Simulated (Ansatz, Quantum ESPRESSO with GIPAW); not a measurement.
# C_Q, η_Q and the second-order shift of 27Al in Al2O3 (Corundum)

A plane-wave PAW calculation (PBE, Ansatz) gives this electric field gradient, in 10²¹ V/m² and Cartesian axes, at one Al site of Al2O3 (Corundum) (atom 1; AlO6; site symmetry 3):

```
     -0.2968        0.0000        0.0000
      0.0000       -0.2968        0.0000
      0.0000        0.0000        0.5936
```

27Al has spin 5/2, Q = 0.1466 barn and |γ|/2π = 11.1031 MHz/T. The cell is the R-3c form of a database entry, static and at 0 K. 

**Task.** Find C_Q, η_Q and ν_Q, and the shift and width of the central transition under fast MAS at 9.4 T and 16.4 T.

1. The tensor is symmetric and traceless. Its eigenvalues, ordered by size, are V_xx = -0.2968, V_yy = -0.2968 and V_zz = 0.5936.

2. η_Q = (V_xx − V_yy)/V_zz = 0.000.

3. C_Q = eQV_zz/h. One unit of 10²¹ V/m² with one barn gives 24.18 MHz, so C_Q = 24.18 × 0.1466 × 0.5936 = 2.104 MHz. A spectrum shows its size, not its sign.

4. ν_Q = 3C_Q/[2I(2I−1)] = 0.316 MHz in size, and P_Q = |C_Q|√(1 + η²/3) = 2.104 MHz.

5. The resonances lie at ν0 = 104.37 and 182.09 MHz, so ν_Q/ν0 is 0.003 at most and second order holds. The centre of gravity moves by δ_Q = −(3/40)(P_Q/ν0)² F × 10⁶ ppm, with F = [I(I+1) − 3/4]/[I²(2I−1)²] = 0.08: -2.44 ppm at 9.4 T and -0.801 ppm at 16.4 T.

6. Summing the second-order term over orientations gives a full width of 5.22 ppm (0.55 kHz) and 1.72 ppm (0.31 kHz). In ppm both fall as 1/B²: (9.4/16.4)² = 0.329. The spinning rate must pass the static width for this shape to show cleanly.

[Banner, clock, file and message-heading lines were taken out of the pw.x and gipaw.x logs.]

[Logs are printed without paths, hosts, clocks, repeated set-up lines and the standing remarks that a program may print on its own settings, such as how far it seeks lower states.]

[Hosts, paths, dates, database ids (printed as entryN), source tags and the programs' standing remarks are cut or masked in the printed files.]
